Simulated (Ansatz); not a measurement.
# Cs on Ni(111): change of the work function, part 2 of 2

How does one ordered layer of Cs (fcc site) change the work function of Ni(111), and what dipole does each adsorbate carry?

Ansatz 0.2.0; plane-wave DFT, PBE, Ansatz PAW.

So far, work function, upper face (eV): step 2 (the clean slab) 5.07.

### Step 3. The covered slab

System of this step: Cs/Ni(111). The cell holds 17 atoms: 16 Ni and 1 Cs. Its edges and angles: a = 4.978 Å, b = 4.978 Å, c = 27.570 Å, α = 90.0°, β = 90.0°, γ = 60.0°. Vacuum lies along c.

The clean slab as it ended is repeated in the plane and the adsorbate is set on one face; the cell's size fixes the coverage, and the k-mesh shrinks with it to keep the sampling density about even. Adsorbate and upper layers relax, since the dipole depends on the height.

Contents of input.yaml:

```yaml
crystal:
  lattice:
    - [4.9780317395, 0.0, 0.0]
    - [2.4890158698, 4.3111019473, 0.0]
    - [0.0, 0.0, 27.5703962055]
  atoms:
    - { symbol: Ni, position: [0.0, 0.0, 0.3264370934], spin: 0.7 }
    - { symbol: Ni, position: [0.1666666667, 0.1666666667, 0.4001492348], spin: 0.72 }
    - { symbol: Ni, position: [0.3333333333, 0.3333333333, 0.4736162363], spin: 0.72 }
    - { symbol: Ni, position: [0.0, 0.0, 0.5463456547], spin: 0.7 }
    - { symbol: Ni, position: [0.0, 0.5, 0.3264370934], spin: 0.7 }
    - { symbol: Ni, position: [0.1666666667, 0.6666666667, 0.4001492348], spin: 0.72 }
    - { symbol: Ni, position: [0.3333333333, 0.8333333333, 0.4736162363], spin: 0.72 }
    - { symbol: Ni, position: [0.0, 0.5, 0.5463456547], spin: 0.7 }
    - { symbol: Ni, position: [0.5, 0.0, 0.3264370934], spin: 0.7 }
    - { symbol: Ni, position: [0.6666666667, 0.1666666667, 0.4001492348], spin: 0.72 }
    - { symbol: Ni, position: [0.8333333333, 0.3333333333, 0.4736162363], spin: 0.72 }
    - { symbol: Ni, position: [0.5, 0.0, 0.5463456547], spin: 0.7 }
    - { symbol: Ni, position: [0.5, 0.5, 0.3264370934], spin: 0.7 }
    - { symbol: Ni, position: [0.6666666667, 0.6666666667, 0.4001492348], spin: 0.72 }
    - { symbol: Ni, position: [0.8333333333, 0.8333333333, 0.4736162363], spin: 0.72 }
    - { symbol: Ni, position: [0.5, 0.5, 0.5463456547], spin: 0.7 }
    - { symbol: Cs, position: [0.1666666667, 0.1666666667, 0.6735629066] }
magnetization:
  spin_polarized: true
kpoints:
  mp_grid: { grid: [6, 6, 1] }
hamiltonian:
  xc: pbe
scf:
  occupations: { method: fermi_dirac, width: 0.1 }
  convergence: { dr2_threshold: 1.0e-08 }
efield:
  axis: 3
  dipole_correction: true
  ramp_position: 0.97
  ramp_width: 0.06
relax:
  f_tol: 0.02
  max_steps: 60
  constraints: [{ sites: [0, 1, 4, 5, 8, 9, 12, 13] }]
output:
  dos: { projected: true, e_range: [-8, 4] }
  write_potential: true
  write_density: true
  volumetric_format: npy
  elf: true
```

On the command line:

```
> ansatz run input.yaml --threads 4 --pin off --max-ram 6144MiB --backend cpu --events-out ev --progress --plain --runs-dir out
```

Numbers of over 12 decimals in the logs are rounded to 6 here.

The log of the run:

```text
[...]
Crystal: 17 atoms, lattice volume = 591.683 Å³
Basis set: ecut = 420 eV, 11523 PW (Γ), exchange–correlation on 72×72×384 points (8 copies of the dense FFT grid, shifted against one another)
Bands: 186, of which v1, the nominal top of the filled ones, is band 149 counted from 1 (148 counted from 0)
Symmetry: 6 space group operations
k-points: 7 of 36 (time reversal used)
[...]
Starting moments: Σ|m| = 11.36 μB on 16 of 17 sites
[...]
SCF iter   1: F=—  HF=-99088.938085 eV  |F-HF|=—  |Δ(HF+E_count)|=         —  Δρ=2.41e-2 (↑1.05e-2 ↓2.41e-2)  dr2=2.28e1  dr2_m=8.62e-1  M=11.810 μB ∫|m|=12.410 μB  β_m=1.00  ethr=3.10e-3  p=0.000 e·Å  D=2.74e-6 V/Å  ΔV_dip=-0.00 eV  dr2_dipole=3.51e0  V_vac-E_F(+/−)=7.15/7.15 eV  ⟨swp⟩=9.7  Hψ=13006  notcnv=0  defer=184
[...]
SCF iter  24: F=-99102.523075 eV  HF=-99102.523075 eV  |F-HF|=3.93e-10  |Δ(HF+E_count)|=   3.01e-9  Δρ=4.55e-7 (↑1.75e-7 ↓4.55e-7)  dr2=1.71e-9  dr2_m=2.20e-10  M=10.217 μB ∫|m|=11.902 μB  ethr=2.75e-12  p=0.342 e·Å  D=1.05e-1 V/Å  ΔV_dip=-2.88 eV  dr2_dipole=7.03e-13  V_vac-E_F(+/−)=2.19/5.07 eV  ⟨swp⟩=15.1  Hψ=20804  notcnv=0
SCF 1 converged in 24 iterations: F = -99102.523075 eV  dr2 = 1.71e-9
[...]
relax step   1: F+E_penalty+E_count = -99102.52307473 eV  Δ(F+E_penalty+E_count) = +0.000e0 eV  max|allowed force component| = 5.312e-1 eV/Å  Δτ_max = 0.0000 Å  (24 SCF iters, accepted)
[...]
SCF iter  14: F=-99102.569392 eV  HF=-99102.569392 eV  |F-HF|=7.28e-11  |Δ(HF+E_count)|=   2.23e-9  Δρ=3.31e-7 (↑1.68e-7 ↓3.31e-7)  dr2=1.49e-9  dr2_m=1.59e-10  M=10.180 μB ∫|m|=11.875 μB  ethr=1.00e-12  p=0.347 e·Å  D=1.06e-1 V/Å  ΔV_dip=-2.92 eV  dr2_dipole=2.19e-14  V_vac-E_F(+/−)=2.15/5.07 eV  ⟨swp⟩=10.4  Hψ=17293  notcnv=0
SCF 2 converged in 14 iterations: F = -99102.569392 eV  dr2 = 1.49e-9
[...]
relax step   2: F+E_penalty+E_count = -99102.56939206 eV  Δ(F+E_penalty+E_count) = -4.632e-2 eV  max|allowed force component| = 5.007e-1 eV/Å  Δτ_max = 0.0859 Å  (14 SCF iters, accepted)
SCF iter   1: F=—  HF=-99102.674653 eV  |F-HF|=—  |Δ(HF+E_count)|=         —  Δρ=2.51e-3 (↑1.24e-3 ↓2.51e-3)  dr2=1.59e-1  dr2_m=1.35e-2  M=10.089 μB ∫|m|=11.791 μB  β_m=1.00  ethr=1.10e-4  p=0.347 e·Å  D=1.06e-1 V/Å  ΔV_dip=-2.92 eV  dr2_dipole=1.24e-2  V_vac-E_F(+/−)=2.16/5.09 eV  ⟨swp⟩=6.9  Hψ=7500  notcnv=0  defer=193
[...]
SCF iter  15: F=-99102.664673 eV  HF=-99102.664673 eV  |F-HF|=8.29e-10  |Δ(HF+E_count)|=   2.24e-9  Δρ=1.69e-7 (↑9.32e-8 ↓1.69e-7)  dr2=6.75e-10  dr2_m=5.02e-11  M=10.096 μB ∫|m|=11.796 μB  ethr=1.31e-12  p=0.363 e·Å  D=1.11e-1 V/Å  ΔV_dip=-3.06 eV  dr2_dipole=2.22e-10  V_vac-E_F(+/−)=2.01/5.07 eV  ⟨swp⟩=10.8  Hψ=16387  notcnv=0
SCF 3 converged in 15 iterations: F = -99102.664673 eV  dr2 = 6.75e-10
relax step   3: F+E_penalty+E_count = -99102.66467265 eV  Δ(F+E_penalty+E_count) = -9.528e-2 eV  max|allowed force component| = 3.543e-1 eV/Å  Δτ_max = 0.1973 Å  (15 SCF iters, accepted)
[...]
relax step   4: F+E_penalty+E_count = -99102.71266102 eV  Δ(F+E_penalty+E_count) = -4.799e-2 eV  max|allowed force component| = 1.001e-1 eV/Å  Δτ_max = 0.1980 Å  (14 SCF iters, accepted)
[...]
relax step   5: F+E_penalty+E_count = -99102.71694049 eV  Δ(F+E_penalty+E_count) = -4.279e-3 eV  max|allowed force component| = 2.781e-2 eV/Å  Δτ_max = 0.0585 Å  (14 SCF iters, accepted)
SCF iter   1: F=—  HF=-99102.717158 eV  |F-HF|=—  |Δ(HF+E_count)|=         —  Δρ=1.11e-4 (↑7.82e-5 ↓1.11e-4)  dr2=3.68e-4  dr2_m=2.71e-5  M=9.997 μB ∫|m|=11.677 μB  β_m=1.00  ethr=1.36e-6  p=0.387 e·Å  D=1.18e-1 V/Å  ΔV_dip=-3.27 eV  dr2_dipole=3.51e-5  V_vac-E_F(+/−)=1.81/5.07 eV  ⟨swp⟩=2.5  Hψ=4696  notcnv=0  defer=194
[...]
SCF iter  11: F=-99102.717165 eV  HF=-99102.717165 eV  |F-HF|=8.44e-10  |Δ(HF+E_count)|=  5.68e-10  Δρ=3.36e-7 (↑1.27e-7 ↓3.36e-7)  dr2=1.75e-9  dr2_m=1.76e-10  M=9.996 μB ∫|m|=11.675 μB  ethr=1.16e-12  p=0.389 e·Å  D=1.19e-1 V/Å  ΔV_dip=-3.28 eV  dr2_dipole=7.01e-10  V_vac-E_F(+/−)=1.80/5.07 eV  ⟨swp⟩=9.1  Hψ=17065  notcnv=0
SCF 6 converged in 11 iterations: F = -99102.717165 eV  dr2 = 1.75e-9
relax step   6: F+E_penalty+E_count = -99102.71716500 eV  Δ(F+E_penalty+E_count) = -2.245e-4 eV  max|allowed force component| = 3.628e-3 eV/Å  Δτ_max = 0.0118 Å  (11 SCF iters, accepted)
NSCF: frozen V_eff on 7 k-points
[...]
SCF converged after 11 iterations
Magnetization: 9.9960 μB (153.4980 up, 143.5020 down)
Absolute magnetization: 11.6873 μB (∫|ρ↑−ρ↓|, with the PAW one-centre terms)
[...]
Per-site moments (μB) at R_I (Å): [(0.699753, 1.026719), (0.713019, 1.026719), (0.688328, 1.016601), (0.571862, 1.016601), (0.699753, 1.026719), (0.712386, 1.019628), (0.688328, 1.016601), (0.571862, 1.016601), (0.699753, 1.026719), (0.712386, 1.019628), (0.688328, 1.016601), (0.571862, 1.016601), (0.695620, 1.026719), (0.712386, 1.019628), (0.692380, 1.019628), (0.605583, 1.026932), (-0.010704, 1.358063)]
Free energy (F): -99102.717165 eV
[...]
Internal energy: -99101.764429 eV  (E = F + TS)
E sigma→0 (E₀):  -99102.240797 eV
Entropy (-TS):   -0.952736 eV (-56.043 meV/atom)
Fermi energy:    3.894501 eV
Dipole field:    D = 0.118866 V/Å  (p = 0.388674 e·Å, saw-weighted, corrected)
Work function:   Φ+ = 1.7958 eV   Φ− = 5.0731 eV
[...]
--- Forces (eV/Å), atoms counted from 1 ---
  atom   1  Ni     0.00095957     0.00055401     0.15218558
  atom   2  Ni    -0.00000000    -0.00000000    -0.11535882
  atom   3  Ni     0.00000881     0.00000509    -0.00059442
  atom   4  Ni    -0.00044055    -0.00025435     0.00246371
  atom   5  Ni    -0.00000000    -0.00110802     0.15218558
  atom   6  Ni     0.01708101    -0.00986173    -0.16629497
  atom   7  Ni    -0.00000000    -0.00001017    -0.00059442
  atom   8  Ni     0.00000000     0.00050870     0.00246371
  atom   9  Ni    -0.00095957     0.00055401     0.15218558
  atom  10  Ni     0.00000000     0.01972345    -0.16629497
  atom  11  Ni    -0.00000881     0.00000509    -0.00059442
  atom  12  Ni     0.00044055    -0.00025435     0.00246371
  atom  13  Ni     0.00000000    -0.00000000     0.15891059
  atom  14  Ni    -0.01708101    -0.00986173    -0.16629497
  atom  15  Ni     0.00000000     0.00000000    -0.00005701
  atom  16  Ni     0.00000000     0.00000000    -0.00362793
  atom  17  Cs    -0.00000000    -0.00000000    -0.00318832
  max |Σ_I F_I| component: 4.18e-5 eV/Å
--- Band table (eV; the first three rows and the last of 14) ---
  k-point 0 ↑: bands = [... 145 lower, 3.3536, 3.4935, 3.4944, 3.4944, 3.5606, 3.5606, 3.5653, 3.6709, ... 33 higher]
  k-point 1 ↑: bands = [... 145 lower, 3.3352, 3.3372, 3.3851, 3.4009, 3.4079, 3.4550, 3.4873, 3.5541, ... 33 higher]
  k-point 2 ↑: bands = [... 145 lower, 3.1704, 3.2269, 3.2850, 3.2863, 3.3069, 3.3311, 3.3688, 3.3750, ... 33 higher]
  k-point 6 ↓: bands = [... 145 lower, 3.8867, 3.8950, 3.8953, 3.9376, 3.9667, 3.9737, 3.9947, 3.9973, ... 33 higher]
--- Relaxed structure (6 steps of the walk, 6 accepted, 0 SCFs on fresh bases) ---
  F+E_penalty+E_count = -99102.71716500 eV   max|allowed force component| = 3.628e-3 eV/Å
  atoms:
    - { symbol: Ni, position: [-1.7959490104491818e-17, -1.7959490104491815e-17, 0.326437] }
    - { symbol: Ni, position: [0.166667, 0.166667, 0.400149] }
    - { symbol: Ni, position: [0.333687, 0.333687, 0.473842] }
    - { symbol: Ni, position: [-0.00111683, -0.00111683, 0.546296] }
    - { symbol: Ni, position: [-5.551115123125783e-17, 0.500000, 0.326437] }
    - { symbol: Ni, position: [0.166667, 0.666667, 0.400149] }
    - { symbol: Ni, position: [0.333687, 0.832627, 0.473842] }
    - { symbol: Ni, position: [-0.00111683, 0.502234, 0.546296] }
    - { symbol: Ni, position: [0.500000, -1.7959490104087922e-17, 0.326437] }
    - { symbol: Ni, position: [0.666667, 0.166667, 0.400149] }
    - { symbol: Ni, position: [0.832627, 0.333687, 0.473842] }
    - { symbol: Ni, position: [0.502234, -0.00111683, 0.546296] }
    - { symbol: Ni, position: [0.500000, 0.500000, 0.326437] }
    - { symbol: Ni, position: [0.666667, 0.666667, 0.400149] }
    - { symbol: Ni, position: [0.833333, 0.833333, 0.473096] }
    - { symbol: Ni, position: [0.500000, 0.500000, 0.548101] }
    - { symbol: Cs, position: [0.166667, 0.166667, 0.653563] }
```

Elapsed: 7.1 min, on 4 threads of Arm Neoverse V2, shared host; peak memory 3.2 GiB.

Relaxation path:

```tsv
step	energy less that of the first step (eV)	largest force component (eV/Å)
1	0.0000	0.5312
2	-0.0463	0.5007
3	-0.1416	0.3543
4	-0.1896	0.1001
5	-0.1939	0.0278
6	-0.1941	0.0036
```

Forces are held to the 6 operations that the run works with; a distortion that breaks them can't arise in this run.

The atoms that moved most (Å):

```tsv
atom	dx	dy	dz	length
Cs17	0.000	0.000	-0.551	0.551
Ni16	0.000	0.000	0.048	0.048
Ni15	0.000	0.000	-0.014	0.014
Ni4	-0.008	-0.005	-0.001	0.010
Ni12	0.008	-0.005	-0.001	0.010
Ni8	0.000	0.010	-0.001	0.010
Ni7	0.000	-0.003	0.006	0.007
Ni11	-0.003	0.002	0.006	0.007
```

Final coordinates:

```xyz
17
Lattice="4.9780 0.0000 0.0000 2.4890 4.3111 0.0000 0.0000 0.0000 27.5704" Properties=species:S:1:pos:R:3
Ni    0.0000    0.0000    9.0000
Ni    1.2445    0.7185   11.0323
Ni    2.4917    1.4386   13.0640
Ni   -0.0083   -0.0048   15.0616
Ni    1.2445    2.1556    9.0000
Ni    2.4890    2.8741   11.0323
Ni    3.7335    3.5895   13.0640
Ni    1.2445    2.1652   15.0616
Ni    2.4890    0.0000    9.0000
Ni    3.7335    0.7185   11.0323
Ni    4.9754    1.4386   13.0640
Ni    2.4974   -0.0048   15.0616
Ni    3.7335    2.1556    9.0000
Ni    4.9780    2.8741   11.0323
Ni    6.2225    3.5926   13.0435
Ni    3.7335    2.1556   15.1114
Cs    1.2445    0.7185   18.0190
```

Numbers from this step:

| Quantity | Value |
| --- | --- |
| energy at zero smearing | -99102.2408 eV |
| total moment | 9.996 μB |
| work function, upper face | 1.796 eV |
| work function, lower face | 5.073 eV |
| dipole along the normal | 0.3887 e·Å |
| step between the vacuum levels | -3.277 eV |

Running mean over 2.032 Å of the planar mean; the ramp of the sawtooth is left out. Table of electron's electrostatic potential energy less the Fermi level by z:

```tsv
z (Å)	electron's electrostatic potential energy less the Fermi level (eV)
3.5	5.07
4.0	5.07
4.5	5.07
5.0	5.07
5.5	5.06
6.0	5.02
6.5	4.89
7.0	4.39
7.5	2.25
8.0	-3.19
8.5	-8.38
9.0	-10.0
9.5	-10.3
10.0	-10.3
10.5	-10.3
11.0	-10.4
11.5	-10.4
12.0	-10.5
12.5	-10.4
13.0	-10.4
13.5	-10.5
14.0	-10.5
14.5	-10.4
15.0	-10.1
15.5	-9.01
16.0	-4.92
16.5	-0.769
17.0	-0.449
17.5	-2.08
18.0	-3.26
18.5	-3.00
19.0	-1.78
19.5	-0.310
20.0	0.815
20.5	1.30
21.0	1.53
21.5	1.65
22.0	1.72
22.5	1.75
23.0	1.77
23.5	1.79
24.0	1.79
```

The density of states has structure finer than the step of the table below, so its rows give means over 0.5 eV, whole bins alone (the curve runs from -8 to 1.98 eV). Peaks (eV: height): total -2.32: 50.2, -2.08: 53.7, -1.62: 79.4, -1.35: 50.9, -0.96: 70.2, -0.78: 63.3, -0.66: 81.2; up -2.23: 35.2, -2.17: 38.2, -2.02: 37.3, -1.62: 46.0, -1.14: 36.5, -0.78: 40.5, -0.69: 45.4; down -1.62: 33.4, -1.35: 36.3, -0.96: 44.3, -0.66: 39.9, -0.33: 32.9, -0.09: 37.1, -0.03: 46.0.

Table of density of states by energy, zero at the Fermi level; means over each step; values in states/eV a cell:

```tsv
energy (eV)	total	up	down
-7.5	0.923	0.461	0.463
-7.0	2.15	1.07	1.08
-6.5	1.91	0.973	0.940
-6.0	2.50	1.24	1.25
-5.5	2.73	1.44	1.29
-5.0	6.31	3.77	2.55
-4.5	8.46	6.09	2.37
-4.0	19.0	12.0	7.02
-3.5	22.3	12.9	9.36
-3.0	24.7	13.5	11.2
-2.5	34.0	20.2	13.7
-2.0	41.1	24.4	16.7
-1.5	47.4	20.2	27.2
-1.0	44.2	26.2	18.0
-0.5	43.8	20.4	23.4
0.0	29.6	2.86	26.8
0.5	11.2	2.86	8.33
1.0	7.68	4.01	3.67
1.5	8.40	4.10	4.30
```

Projected DOS per atom over height of the atomic layer and energy from the Fermi level. Layers: Ni4 Ni4 Ni4 Ni4 Cs from below.

Values in states/eV, 22 rows by 5 columns, each cell a mean:
```
0.29 0.26 0.25 0.29 0.14
0.28 0.24 0.27 0.30 0.44
0.37 0.33 0.32 0.36 0.77
0.86 0.89 0.89 0.83 0.89
1.84 1.65 1.60 1.76 0.32
2.81 2.38 2.62 3.12 0.22
3.37 2.57 2.43 2.97 0.17
3.35 2.49 2.52 3.06 0.34
3.00 2.21 2.21 3.38 0.15
2.43 2.40 2.34 2.43 0.05
1.59 1.92 1.86 1.63 0.02
1.22 1.65 1.68 1.22 0.01
0.93 1.60 1.59 0.96 0.01
0.64 1.33 1.33 0.65 0.03
0.32 0.65 0.65 0.32 0.02
0.29 0.41 0.41 0.30 0.03
0.17 0.16 0.16 0.17 0.03
0.11 0.21 0.21 0.11 0.01
0.10 0.14 0.14 0.10 0.02
0.10 0.17 0.17 0.10 0.02
0.04 0.11 0.11 0.04 0.01
0.02 0.09 0.09 0.02 0.01
```
Columns: height of the atomic layer (Å) from 9 to 18.0 (not evenly spaced); rows upwards: energy from the Fermi level (eV) from -7.96 to 1.95.

Projected DOS per atom, spin up over height of the atomic layer and energy from the Fermi level. Layers: Ni4 Ni4 Ni4 Ni4 Cs from below.

Ten even steps from '0' (0.00 states/eV) to '9' (2.13 states/eV), each cell a mean:
```
00000
00000
00002
00002
00000
55670
97680
65550
74480
87680
45540
33330
24420
13310
02200
01100
00000
00000
00000
00000
00000
00000
```
Columns: height of the atomic layer (Å) from 9 to 18.0 (not evenly spaced); rows upwards: energy from the Fermi level (eV) from -7.96 to 1.95.

Projected DOS per atom, spin down over height of the atomic layer and energy from the Fermi level. Layers: Ni4 Ni4 Ni4 Ni4 Cs from below.

Ten even steps from '_' (0.00 states/eV) to '@' (1.86 states/eV), each cell a mean:
```
..____..__
________..
....__....
--==----::
@@%%##%%..
%%****%%__
**++++++__
@@####@@__
##****%%__
--====--__
--====--__
::====::__
..----::__
..::::..__
__....____
__________
__________
__________
__________
__________
__________
__________
```
Columns: height of the atomic layer (Å) from 9 to 18.0 (not evenly spaced); rows upwards: energy from the Fermi level (eV) from -7.96 to 1.95.

Site moment by atom:

```tsv
atom	site moment (μB)
Ni1	0.700
Ni2	0.713
Ni3	0.688
Ni4	0.572
Ni5	0.700
Ni6	0.712
Ni7	0.688
Ni8	0.572
Ni9	0.700
Ni10	0.712
Ni11	0.688
Ni12	0.572
Ni13	0.696
Ni14	0.712
Ni15	0.692
Ni16	0.606
Cs17	-0.011
```

Spin density in the ca plane at fractional y = 0.167, with atoms of Ni and Cs within 0.2 Å of it.

Ten even steps from '0' (0.0 e/Å³) to '9' (2.2 e/Å³), each cell a mean:
```
00000000000000000000000000000000000000000000
00000000000000000000000000000000000000000000
00000001000000000000000000000000000000000000
00000027300000000000000000000000000000000000
00000038300000000000000000000000000000000000
00000001000000000000000000000000000000000000
00000000000000000000000000000000000000000000
00000000000000000000000000000000000000000000
00000000000000000000000000000000000000000000
00000013100000000000000000000000000000000000
00000039400000000000000000000000000000000000
00000014200000000000000000000000000000000000
00000000000000000000000000000000000000000000
```
Columns run along c (16.0 Å, from fractional 0.31 to 0.89 of the cell), rows up along a (5.0 Å). Atoms in or near the plane, at fractional coordinates: Ni at (0.40, 0.17), Ni at (0.40, 0.67), Cs at (0.65, 0.17).

Valence density in the ca plane at fractional y = 0.167, with atoms of Ni and Cs within 0.2 Å of it. It is the smooth field of the valence electrons, not physical close to the nuclei.

Values in e/Å³, 7 rows by 16 columns, each cell a mean:
```
 1  0  0  0  1  1  1  0  0  0  0  0  0  0  0  0
 0  0  8  2  0  0  0  0  0  0  0  0  0  0  0  0
 0  0 18  3  0  0  0  0  0  0  0  0  0  0  0  0
 1  0  1  0  1  0  1  0  0  0  0  0  0  0  0  0
 1  0  1  0  1  0  1  0  0  1  1  0  0  0  0  0
 0  0 20  4  0  0  0  0  0  1  1  0  0  0  0  0
 0  0  6  1  0  0  0  0  0  1  1  0  0  0  0  0
```
Columns run along c (16.0 Å, from fractional 0.31 to 0.89 of the cell), rows up along a (5.0 Å). Atoms in or near the plane, at fractional coordinates: Ni at (0.40, 0.17), Ni at (0.40, 0.67), Cs at (0.65, 0.17).

Electrostatic potential energy in the ca plane at fractional y = 0.167, with atoms of Ni and Cs within 0.2 Å of it. With pseudopotentials it is smooth inside the atoms' cores, unlike the true potential.

Ten even steps from '0' (-37 eV) to '9' (7 eV), each cell a mean:
```
63379988899743688535899987667899999999999999
74479987899754788645899999889999999999999999
87889721269877899878999999999999999999999999
99998400038999999999999999999999999999999999
99998300038999999999999999999999999999999999
88889620269988899888999999999999999999999999
74579976789855798646899999889999999999999999
63379988899743688535899987678899999999999999
86689864689866799767899864335789999999999999
98898500058988999989999743333589999999999999
99998300028999999999999733443589999999999999
98898500048999999999999743433589999999999999
86689853589876899867999863334789999999999999
```
Columns run along c (16.0 Å, from fractional 0.31 to 0.89 of the cell; values clipped at the 3rd and 97th percentile), rows up along a (5.0 Å). Atoms in or near the plane, at fractional coordinates: Ni at (0.40, 0.17), Ni at (0.40, 0.67), Cs at (0.65, 0.17).

The relaxation took 6 steps and lowered the energy by 0.19 eV; the largest force on the free atoms ends at 0.0036 eV/Å.

By hand: a sheet of dipoles makes a step −p/(ε₀A) in the electron's potential. With e/ε₀ = 180.95 V·Å, p = 0.3887 e·Å and A = 21.46 Å², that is −180.95 × (0.3887) / 21.46 = -3.277 eV, and the two vacuum levels of the run differ by -3.277 eV.

The covered face has 1.80 eV, -3.28 eV against the clean one; the bare back face has moved by -0.01 eV, a measure of how thin the slab is.

### Step 4. Work function against coverage

This step: plane-wave DFT, PBE, Ansatz PAW; work function against coverage (Ansatz 0.2.0).

The runs are now put side by side.

Numbers from this step:

```
work function of the clean face     : 5.072 eV
largest change of the work function : -3.276 eV
```

Work function of the covered face against coverage:

```tsv
coverage (adsorbates/nm²)	work function of the covered face (eV)
0.00	5.07
4.66	1.80
```

The dipole per adsorbate comes from the change of the cell's dipole. Coverage, by row:

```tsv
coverage (1/nm²)	coverage (ML)	work function (eV)	change (eV)	dipole per adsorbate, positive end outwards (debye)	mean height of the added atoms over the highest substrate atom (Å)
4.66	0.25	1.796	-3.276	1.861	2.908
```

### Step 5. Summary of results

```json
{
 "work function of the clean face": "5.07 eV",
 "work function at 0.25 ML": "1.80 eV",
 "dipole per adsorbate at 0.25 ML, positive end outwards": "1.86 D"
}
```

What this shows: Cs lowers the work function of Ni(111) at the lowest coverage, by 3.28 eV: the adsorbate layer has its positive end outwards. One coverage alone was completed, so no trend follows. The slab has 4 layers, at the tabulated experimental lattice constant, one starting site was run, and quantum-size effects of a slab this thin can reach one or two tenths of an eV. The magnetic order is the one reached from the typed start; other orders were not compared.

[Logs are printed without paths, hosts, clocks, repeated set-up lines and the standing remarks that a program may print on its own settings, such as how far it seeks lower states.]

[Hosts, paths, dates, database ids (printed as entryN), source tags and the programs' standing remarks are cut or masked in the printed files.]

[Maps of the electrostatic potential energy from Ansatz leave out the sawtooth potential of an applied field or a dipole correction, so their vacuum need not be flat; planar profiles and work functions include it.]

[The density of states shown here was stored with 400 of the rows of the run's finer table, so its peaks can read low, often by over a quarter, or be missed, and its means over a window can be off by a tenth or more.]
